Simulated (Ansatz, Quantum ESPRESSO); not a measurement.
# Lu (P6_3/mmc): electron–phonon coupling with Quantum ESPRESSO

What λ does ph.x give for Lu (P6_3/mmc), and how does it hang on the broadening? The first relaxation steps of the session are not shown, so no cell shown is the starting entry, unless a step says so.

Calculated with Ansatz 0.2.0 and Quantum ESPRESSO 7.5; DFT PBE, scalar-relativistic, plane waves, PAW, in the first sound run; inputs show where later runs differ.

## 1. The cell after earlier relaxation steps

The structure is hexagonal, space group P6_3/mmc (No. 194). The conventional cell has a = 3.505 Å, b = 3.505 Å, c = 5.463 Å, α = 90.00°, β = 90.00°, γ = 120.00°. Nearest to Lu lie 12 Lu at 3.40 to 3.50 Å.

## 2. Tight relaxation

Phonons are second derivatives about the minimum, so the remaining forces must be small: the thresholds are tightened. Earlier relaxation steps are not shown.

Contents of input.yaml:

```yaml
crystal:
  lattice:
    - [3.5047618326, 0.0, 0.0]
    - [-1.7523809163, 3.0352127812, 0.0]
    - [0.0, 0.0, 5.4630268267]
  atoms:
    - { symbol: Lu, position: [0.3333333333, 0.6666666667, 0.25] }
    - { symbol: Lu, position: [0.6666666667, 0.3333333333, 0.75] }
kpoints:
  mp_grid: { grid: [9, 9, 6] }
hamiltonian:
  xc: pbe
scf:
  occupations: { method: methfessel_paxton, width: 0.2 }
output:
  forces: true
  stress: true
  eigenvalues: true
relax:
  adjacent_minimum: "off"
  f_tol: 0.001
  max_steps: 60
  cell: { stress_tol: 0.01 }
```

On the command line:

```sh
$ ansatz run input.yaml --threads 4 --pin off --max-ram 8192MiB --backend cpu --events-out ev --progress --plain --runs-dir out
```

Numbers of over 12 decimals in the logs are rounded to 6 here.

The log of the run:

```text
[the first part of the log is left out]
  E_hartree    = 5633.733128
  E_xc         = -435.502761
  E_vxc        = -515.404828  (∫ρ·V_xc dr)
  E_paw        = -14748.645571  (= ΣΔE_a)
  E_vpaw       = 704.426900  (= ΣTr[D̂ρ^β])
  E_aug_tail   = 0.000069  (compensation charges beyond the density's cutoff)
  E_ewald      = -8452.204025
  E_smearing   = -0.000571  (= −TS)
  E_closure    = 0.000000  (closes the sum)
  Σ components = -29464.852836   (vs F -29464.852836, Δ=0.00e0)
--- Forces (eV/Å), atoms counted from 1 ---
  atom   1  Lu     0.00000000     0.00000000    -0.00000000
  atom   2  Lu     0.00000000    -0.00000000     0.00000000
  max |Σ_I F_I| component: 0.00e0 eV/Å
--- Stress (GPa, compression-positive) ---
        0.007015      -0.000000       0.000000
       -0.000000       0.007015      -0.000000
        0.000000      -0.000000       0.006635
  P = ⅓ Tr σ = 0.0069 GPa (0.069 kbar)
--- Band table (eV; the first three rows and the last of 48) ---
  k-point 0: bands = ["-42.3938", "-42.3573", "-13.3668", "-12.9355", "-12.9355", "-12.8490", "-12.8490", "-12.8143", "7.7203", "8.8005", "8.8095", "8.8182", "8.8405", "8.8405", "8.8466", "8.8466", "8.8576", "8.8576", "8.8665", "8.8909", "8.8909", "8.9091", "8.9134", "11.3630", "14.4363", "15.9392", "15.9392", "16.3896", "16.6850", "16.6850", "17.1889"]
  k-point 1: bands = ["-42.3913", "-42.3597", "-13.3317", "-12.9297", "-12.9297", "-12.8549", "-12.8549", "-12.8534", "7.9273", "8.7950", "8.8137", "8.8193", "8.8289", "8.8289", "8.8483", "8.8483", "8.8630", "8.8630", "8.8650", "8.8969", "8.8969", "8.9094", "8.9131", "11.1050", "14.3866", "15.8262", "15.8262", "16.1714", "16.4991", "16.4991", "17.5389"]
  k-point 2: bands = ["-42.3847", "-42.3664", "-13.2345", "-12.9585", "-12.9140", "-12.9140", "-12.8708", "-12.8708", "8.5168", "8.7933", "8.8038", "8.8221", "8.8221", "8.8337", "8.8337", "8.8344", "8.8592", "8.8823", "8.8823", "8.9018", "8.9018", "8.9102", "8.9123", "10.3624", "14.5164", "15.6203", "15.7355", "15.7355", "16.1333", "16.1333", "18.2900"]
  k-point 47: bands = ["-42.3576", "-42.3576", "-13.2528", "-13.2528", "-13.1192", "-13.1192", "-12.9087", "-12.9087", "8.8330", "8.8330", "8.8406", "8.8406", "8.8424", "8.8424", "8.8516", "8.8516", "8.8586", "8.8586", "8.8672", "8.8672", "8.8903", "8.8903", "13.1602", "13.1602", "13.2872", "13.2872", "14.1160", "14.1160", "17.1537", "17.1537", "19.0217"]
--- Relaxed structure (1 steps of the walk, 1 accepted, 1 SCFs on fresh bases) ---
  F+E_penalty+E_count = -29464.85283571 eV   max|allowed force component| = 1.850e-17 eV/Å   (the final SCF, on the basis selected at the relaxed cell)
  cell:  # Å, volume = 58.1140 Å³
    - [3.504762, 0.0, 0.0]
    - [-1.752381, 3.035213, 0.0]
    - [0.0, 0.0, 5.4630268267]
  atoms:
    - { symbol: Lu, position: [0.333333, 0.666667, 0.250000] }
    - { symbol: Lu, position: [0.666667, 0.333333, 0.750000] }
```

The job ended after 3.4 s (4 threads of Arm Neoverse V2, shared host; peak memory 0.4 GiB).

Little changed from the start: no atom moved by 0.005 Å and no cell edge by 0.1 %.

This step gave:

```
pressure          : 0.006888 GPa
volume per atom   : 29.06 Å³
metallic on mesh  : yes
gap on the k-mesh : 0 eV
```

The largest force is now zero by symmetry and the largest stress component 0.0070 GPa, small enough for phonons.

## 3. Matrix elements on the k mesh: PseudoDojo files, cutoff 1360.57 eV, Fermi–Dirac smearing of 0.1 eV

The exported deformation potentials allow the same Gaussian double-delta sums that other programs print.

This step: DFT PBE, scalar-relativistic, plane waves, PseudoDojo norm-conserving pseudopotentials (Ansatz 0.2.0).

Contents of input.yaml:

```yaml
crystal:
  lattice:
    - [3.5047618326, 0.0, 0.0]
    - [-1.7523809163, 3.0352127812, 0.0]
    - [0.0, 0.0, 5.4630268267]
  atoms:
    - { symbol: Lu, position: [0.3333333333, 0.6666666667, 0.25] }
    - { symbol: Lu, position: [0.6666666667, 0.3333333333, 0.75] }
kpoints:
  mp_grid: { grid: [8, 8, 4] }
hamiltonian:
  xc: pbe
  pseudopotentials: { kind: nc, accuracy: standard }
scf:
  occupations: { method: fermi_dirac, width: 0.1 }
  n_extra_bands: 14
output:
  eigenvalues: true
basis:
  ecutwfc: 1360.569
phonons:
  method: dfpt
  qmesh: [2, 2, 1]
  temperatures: { t_max: 1000, t_step: 50 }
  qpath:
    path:
      - [[0.0, 0.0, 0.0], [0.5, 0.0, 0.0], [0.33333333, 0.33333333, 0.0], [0.0, 0.0, 0.0], [0.0, 0.0, 0.5], [0.5, 0.0, 0.5], [0.33333333, 0.33333333, 0.5], [0.0, 0.0, 0.5]]
      - [[0.5, 0.0, 0.5], [0.5, 0.0, 0.0]]
      - [[0.33333333, 0.33333333, 0.5], [0.33333333, 0.33333333, 0.0]]
    npoints: 10
  electron_phonon_deformation_potentials: { window_half_width: 2.5 }
```

The log of the run:

```text
Warning: basis.ecutwfc = 1360.569 eV is below the records' recommended 1360.569312 eV, and the density's cutoff is lower with it unless basis.ecutrho_ratio is high enough to keep the records' density cutoff: compare with a run at a higher cutoff
[...]
Crystal: 2 atoms, lattice volume = 58.114 Å³
Basis set: ecut = 1360.569 eV, 6669 PW (Γ), exchange–correlation on 90×90×144 points (8 copies of the dense FFT grid, shifted against one another)
Bands: 39, of which v1, the nominal top of the filled ones, is band 25 counted from 1 (24 counted from 0)
Symmetry: 24 space group operations
k-points: 30 of 256
[...]
SCF iter   1: F=—  HF=-13414.708723 eV  |F-HF|=—  |Δ(HF+E_count)|=         —  Δρ=2.47e-2  dr2=4.18e-1  ethr=3.10e-3  ⟨swp⟩=5.8  Hψ=4472  notcnv=0  defer=24
[...]
SCF iter  10: F=-13414.591955 eV  HF=-13414.591955 eV  |F-HF|=1.64e-11  |Δ(HF+E_count)|=  2.73e-11  Δρ=1.77e-7  dr2=6.75e-12  ethr=1.00e-12  ⟨swp⟩=12.1  Hψ=7284  notcnv=0
SCF 1 converged in 10 iterations: F = -13414.591955 eV  dr2 = 6.75e-12
NSCF: frozen V_eff on 30 k-points
[...]
DFPT response loops at q = (0, 0, 0) (fractional): preconditioner auto → Kerker (q_TF=auto, 2.661 Å⁻¹) (partly filled bands, converged f_vac=0.000); β = 1.00, the filter's whole step (`scf.mixing.beta` (0.50) is not read by the response loops under this deck's `scf.mixing.preconditioner`; to damp them name `kerker` or `kerker_dos`, under which they read `scf.mixing.beta`, and type it under 1.00, their step now; both keys bind the ground state too); Anderson in place of MSR1; while a model of the screening serves, it and β = 1 on shorter waves in the place of filter and β
[...]
SCF converged after 10 iterations
Free energy (F): -13414.591955 eV
[...]
Internal energy: -13414.487315 eV  (E = F + TS)
E sigma→0 (E₀):  -13414.539635 eV
Entropy (-TS):   -0.104640 eV (-52.320 meV/atom)
Fermi energy:    14.703120 eV
[...]
--- Band table (eV; the first three rows and the last of 30) ---
  k-point 0: bands = [... 21 lower, 9.9687, 9.9731, 12.3185, 15.3863, 16.8960, 16.8960, 17.3451, 17.6408, ... 10 higher]
  k-point 1: bands = [... 21 lower, 9.9694, 9.9725, 11.7367, 15.3614, 16.7177, 16.7177, 16.8799, 17.2758, ... 10 higher]
  k-point 2: bands = [... 21 lower, 9.9709, 10.3465, 10.3465, 15.9395, 15.9395, 16.7967, 16.7967, 16.7967, ... 10 higher]
  k-point 29: bands = [... 21 lower, 9.9491, 13.5949, 13.5949, 14.7591, 14.7591, 15.0610, 15.0610, 18.0446, ... 10 higher]
--- Phonons (Γ-DFPT): 2 representative perturbations + reference (Σ response iterations 11) ---
  ASR residual: 9.191e-4 → 0.000e0 eV/Å²; symmetrization residual: 2.942e-13 eV/Å²
  ASR residual per site (eV/Å²): 9.19e-4 9.19e-4
  Γ frequencies (cm⁻¹): 0.00 0.00 0.00 72.69 72.69 120.28
--- Phonons (arbitrary-q DFPT): 2 irreducible q on the 2×2×1 mesh ---
  q = [0.0000, 0.0000, 0.0000] (star 1, of the zone-centre solve; hermiticity 4.88e-14, symmetrization 6.17e-14): -0.00 -0.00 -0.00 72.69 72.69 120.28
  q = [0.0000, -0.5000, 0.0000] (star 3, 3 solved perturbations in 189 linear systems a pass and spin channel, the states on 63 of 256 k-point pairs; hermiticity 4.43e-13, symmetrization 3.81e-13): 59.77 71.75 97.64 102.40 106.63 108.80
  sum rule: each row above includes the acoustic sum rule's correction from the zone centre's row sums; it moved no ω² by more than (1.20 cm⁻¹)²
  mesh force constants: q→R imaginary residual 1.25e-17; ASR residual 9.191e-4 → 0.000e0 eV/Å²; symmetrization residual 6.217e-15 eV/Å²
  interpolated dispersion: 93 rows × 6 modes
  density of states and harmonic sums: on the 20×20×11 q-mesh, interpolated from the force constants of a 2×2×1 supercell (no non-analytic term)
  largest difference from the sums on the solved wave vectors: F 1.74e-1 eV, S 2.38e-4 and C_V 6.46e-5 eV/K
  zero-point energy: 0.031489 eV/cell   skipped modes (ω ≤ 0): 3   left out of the sums: 1.14e-4 of the cell's modes: C_V's classical limit lies that fraction below 3 k_B per atom; for a crystal, a wire or a layer, F and S can be off by more, and a phonons.interpolated_qmesh denser along its periods is the remedy for the sampling
Electron–phonon deformation potentials of 2 wavevectors written to <dir>
```

The job ended after 1.8 min (4 threads; peak memory 4.6 GiB; 6.8 min of CPU time).

The column dr2 measures how far the density is from self-consistency, as an energy; F and HF (Harris–Foulkes) agree once it is small.

This step gave:

* zero point energy: 0.03149 eV/cell
* share of imaginary modes in the plain interpolation between solved wavevectors: 0
* highest frequency, solved or plainly interpolated: 120.3 cm⁻¹
* Debye temperature (second moment): 161 K

Allen's double-delta sum on the run's k mesh, delta = exp(-(x/sigma)^2)/(sigma sqrt(pi)); at the zone centre the sum is no linewidth. Double-delta sums:

```
q1    q2  q3  star  mode  omega (meV)  lambda_q, sigma 0.05 eV  lambda_q, sigma 0.1 eV  lambda_q, sigma 0.2 eV  lambda_q, sigma 0.3 eV  lambda_q, sigma 0.4 eV  half width at sigma 0.2 (meV)  <D²> at sigma 0.2 ((eV/Å)²)  nesting at sigma 0.2 (1/eV²)
 0     0   0     1     1     -2.00e-7                        -                       -                       -                       -                       -                        9.69e-6                      5.82e-5                         4.438
 0     0   0     1     2     -9.29e-8                        -                       -                       -                       -                       -                        9.69e-6                      5.82e-5                         4.438
 0     0   0     1     3     -5.73e-8                        -                       -                       -                       -                       -                        9.69e-6                      5.82e-5                         4.438
 0     0   0     1     4        9.012                   0.1422                  0.1391                  0.1748                  0.1422                  0.1185                        0.07337                       0.4405                         4.438
 0     0   0     1     5        9.012                   0.1422                  0.1391                  0.1748                  0.1422                  0.1185                        0.07337                       0.4405                         4.438
 0     0   0     1     6        14.91                   0.0669                 0.06217                 0.04074                 0.03508                 0.03408                        0.04683                       0.2811                         4.438
 0  -0.5   0     3     1        7.411                  3.40e-4                 0.04582                 0.09163                  0.1014                 0.09776                        0.02601                       0.2698                         2.568
 0  -0.5   0     3     2        8.896                  0.06332                  0.0513                 0.07078                 0.07483                 0.07709                        0.02895                       0.3004                         2.568
 0  -0.5   0     3     3        12.11                   0.3314                  0.1082                 0.07918                 0.07782                 0.07812                        0.05997                       0.6222                         2.568
 0  -0.5   0     3     4         12.7                  1.13e-4                 0.02095                 0.03752                 0.03689                 0.03626                        0.03126                       0.3243                         2.568
 0  -0.5   0     3     5        13.22                  0.01662                 0.01783                 0.03526                 0.03835                 0.03787                        0.03185                       0.3304                         2.568
 0  -0.5   0     3     6        13.49                   0.0353                 0.01368                 0.01756                 0.02236                 0.02481                        0.01651                       0.1713                         2.568
```

Mean over the q mesh without its centre; few wavevectors enter, so none of the widths can be taken as converged. Table of coupling constant λ, lambda by Gaussian width:

```
Gaussian width (eV)  coupling constant λ, lambda
              0.050                        0.447
              0.100                        0.258
              0.200                        0.332
              0.300                        0.352
              0.400                        0.352
```

Among the solved wavevectors the lowest mode, translations apart, is 59.8 cm⁻¹, so these are real on this k mesh.

(Part 1 of 3 ends here.)

[Logs are printed without paths, hosts, clocks, repeated set-up lines and the standing remarks that a program may print on its own settings, such as how far it seeks lower states.]

[Hosts, paths, dates, database ids (printed as entryN), source tags and the programs' standing remarks are cut or masked in the printed files.]
